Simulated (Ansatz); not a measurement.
# SiO2 (P3_221): converging the G0W0 gap

Aim: see how the G0W0 gap of SiO2 (P3_221) on PBE moves with empty bands and screening cutoff, and what each rung costs.

Calculated with Ansatz 0.2.0; G0W0 on PBE, plane waves, PAW.

Most raw output is cut from this account.

## (1) Set-up

It takes space group P3_221 (No. 154, trigonal). The conventional cell has a = 4.916 Å, b = 4.916 Å, c = 5.408 Å, α = 90.00°, β = 90.00°, γ = 120.00°. Nearest to Si lie 4 O at 1.61 Å. O has 2 Si at 1.61 Å nearest. Farther neighbours and most contacts between anions are not listed.

The cell and positions come from the Crystallography Open Database and are kept as given unless a step says otherwise.

## (2) 296 empty bands, screening to 110 eV

G0W0 replaces the xc potential by the self-energy, built once from these orbitals. Only a window of levels is corrected, while the sums run over the empty bands that the input names. This step takes hard PAW files.

Input file input.yaml:

```yaml
crystal:
  lattice:
    - [4.91636, 0.0, 0.0]
    - [-2.45818, 4.2576926541, 0.0]
    - [0.0, 0.0, 5.4084]
  atoms:
    - { symbol: Si, position: [0.46973, 0.0, 0.6666666667] }
    - { symbol: Si, position: [0.0, 0.46973, 0.3333333333] }
    - { symbol: Si, position: [0.53027, 0.53027, 0.0] }
    - { symbol: O, position: [0.41354, 0.26758, 0.78558] }
    - { symbol: O, position: [0.73242, 0.14596, 0.4522466667] }
    - { symbol: O, position: [0.85404, 0.58646, 0.1189133333] }
    - { symbol: O, position: [0.26758, 0.41354, 0.21442] }
    - { symbol: O, position: [0.14596, 0.73242, 0.5477533333] }
    - { symbol: O, position: [0.58646, 0.85404, 0.8810866667] }
kpoints:
  mp_grid: { grid: [6, 6, 4] }
hamiltonian:
  xc: pbe
  pseudopotentials: { kind: paw, source: ansatz }
scf:
  occupations: { method: fixed }
gw:
  n_empty_bands: 296
  ecut_chi: 110.0
  qp_bands: [v3, c3]
  qp_kpoints: band_edges
  screening: { model: contour_deformation }
```

Started as:

```sh
$ ansatz run input.yaml --threads 4 --pin off --max-ram 138240MiB --backend cuda --events-out ev --progress --plain --runs-dir out --devices 1 --max-vram 26GiB
```

It took 68 s on 1 × NVIDIA H100 80GB HBM3 (shared by 3 runs) with 4 threads of AMD EPYC 7R13 (Zen 3), shared host; peak memory 2.5 GiB.

This step gave:

```
bands summed                                 : 320
RPA ε∞ on this mesh (eigenvalues)            : 2.344, 2.344, 2.373
plane waves in the screening matrix          : 303
q-points in the mesh                         : 144
G0W0 gap on the mesh                         : 8.838 eV
k of the valence top                         : 0.3333, 0.3333, 0
k of the conduction bottom                   : 0, 0, 0
starting gap on the mesh                     : 5.995 eV
Z at the valence top                         : 0.8094
Z at the conduction bottom                   : 0.8679
least direct G0W0 gap on the computed points : 9.215 eV
```

The gap on the mesh goes from 5.99 eV to 8.84 eV, a correction of +2.84 eV. Between the two edge states, bare exchange in place of the xc potential would open the gap by 10.50 eV, and correlation takes back 7.66 eV.

## (3) 673 empty bands, screening to 190 eV

Another rung: the empty bands reach about as high as the screening cutoff, so the two stay in balance.

input.yaml, as its differences from that of step 2:

```diff
@@ -23,4 +23,4 @@
 gw:
-  n_empty_bands: 296
-  ecut_chi: 110.0
+  n_empty_bands: 673
+  ecut_chi: 190.0
   qp_bands: [v3, c3]
```

Elapsed: 7.1 min, on 1 × NVIDIA H100 80GB HBM3 (shared by 3 runs) with 4 threads; peak memory 5.2 GiB.

Numbers from this step:

```
bands summed                                 : 697
RPA ε∞ on this mesh (eigenvalues)            : 2.332, 2.332, 2.362
plane waves in the screening matrix          : 673
q-points in the mesh                         : 144
G0W0 gap on the mesh                         : 9.090 eV
k of the valence top                         : 0.3333, 0.3333, 0
k of the conduction bottom                   : 0, 0, 0
starting gap on the mesh                     : 5.995 eV
Z at the valence top                         : 0.8052
Z at the conduction bottom                   : 0.8660
least direct G0W0 gap on the computed points : 9.452 eV
```

Against the run with 6×6×4 mesh, 296 empty bands, screening to 110 eV, hard PAW files, the gap moves by +0.25 eV.

## (4) 1140 empty bands, screening to 270 eV

input.yaml, as its differences from that of step 3:

```diff
@@ -23,4 +23,4 @@
 gw:
-  n_empty_bands: 673
-  ecut_chi: 190.0
+  n_empty_bands: 1140
+  ecut_chi: 270.0
   qp_bands: [v3, c3]
```

Run time: 8.1 min. Hardware: 1 × NVIDIA H100 80GB HBM3 (shared by 3 runs) with 4 threads; peak memory 9.6 GiB.

Numbers from this step:

| Quantity | Value |
| --- | --- |
| bands summed | 1164 |
| RPA ε∞ on this mesh (eigenvalues) | 2.329, 2.329, 2.359 |
| plane waves in the screening matrix | 1143 |
| G0W0 gap on the mesh | 9.202 eV |
| k of the valence top | 0.3333, 0.3333, 0 |
| k of the conduction bottom | 0, 0, 0 |
| starting gap on the mesh | 5.995 eV |
| least direct G0W0 gap on the computed points | 9.554 eV |

Against the run with 6×6×4 mesh, 673 empty bands, screening to 190 eV, hard PAW files, the gap moves by +0.11 eV.

## (5) Convergence and cost

Times are wall times on 1 × NVIDIA H100 80GB HBM3 (shared by 3 runs) with 4 threads of AMD EPYC 7R13 (Zen 3), shared host, good to a factor of about two.

```
 mesh     files            frequency  bands summed  cutoff (eV)  start (eV)  G0W0 (eV)     time  host memory (GiB)
6×6×4  hard PAW  contour deformation           320          110       5.995      8.838     68 s                2.5
6×6×4  hard PAW  contour deformation           697          190       5.995      9.090  7.1 min                5.2
6×6×4  hard PAW  contour deformation          1164          270       5.995      9.202  8.1 min                9.6
```

The parts of the quasiparticle energy at the two band edges (eV; QP = start + Σx + Σc − Vxc):

```csv
run,edge,start,Σx,Σc,Vxc,Z,QP
320 bands,valence top,2.52,-26.83,4.25,-20.91,0.81,0.86
320 bands,conduction bottom,8.52,-7.85,-3.41,-12.43,0.87,9.70
697 bands,valence top,2.52,-26.83,3.93,-20.91,0.81,0.53
697 bands,conduction bottom,8.52,-7.85,-3.48,-12.43,0.87,9.62
1164 bands,valence top,2.52,-26.83,3.75,-20.91,0.80,0.35
1164 bands,conduction bottom,8.52,-7.85,-3.55,-12.43,0.87,9.55
```

## (6) Summary of results

* 320 bands, 110 eV: 8.838 eV
* 697 bands, 190 eV: 9.090 eV
* 1164 bands, 270 eV: 9.202 eV
* estimated limit in bands and cutoff: 9.37 eV
* mesh and start: 6×6×4, PBE

**Reading.** A line in one over the bands through the two highest rungs gives 9.37 eV, +0.17 eV from the top rung; the pair below gives 9.30 eV, so the estimate is still climbing. The rungs stand 0.53 eV (320 bands), 0.28 eV (697 bands) and 0.17 eV (1164 bands) from it. From 320 to 1164 bands the gap moves by +0.36 eV while the time grows 7.2-fold. Σc changes by −0.51 eV at the valence top and −0.14 eV at the conduction bottom, so the valence edge carries most of the change. Gaps are over the mesh's points; an edge off the mesh would be missed.

[Paths, hosts, dates, memory and timing lines, banners, echoed tables and standing remarks are left out of the program output.]

[Logs are printed without paths, hosts, clocks, repeated set-up lines and the standing remarks that a program may print on its own settings, such as how far it seeks lower states.]

[Runs of the session that timed out or met a known fault of the program may be left out.]

[Cells called generated may have been cut or substituted from an entry of the Crystallography Open Database or the Materials Project.]

[Hosts, paths, dates, database ids (printed as entryN), source tags and the programs' standing remarks are cut or masked in the printed files.]
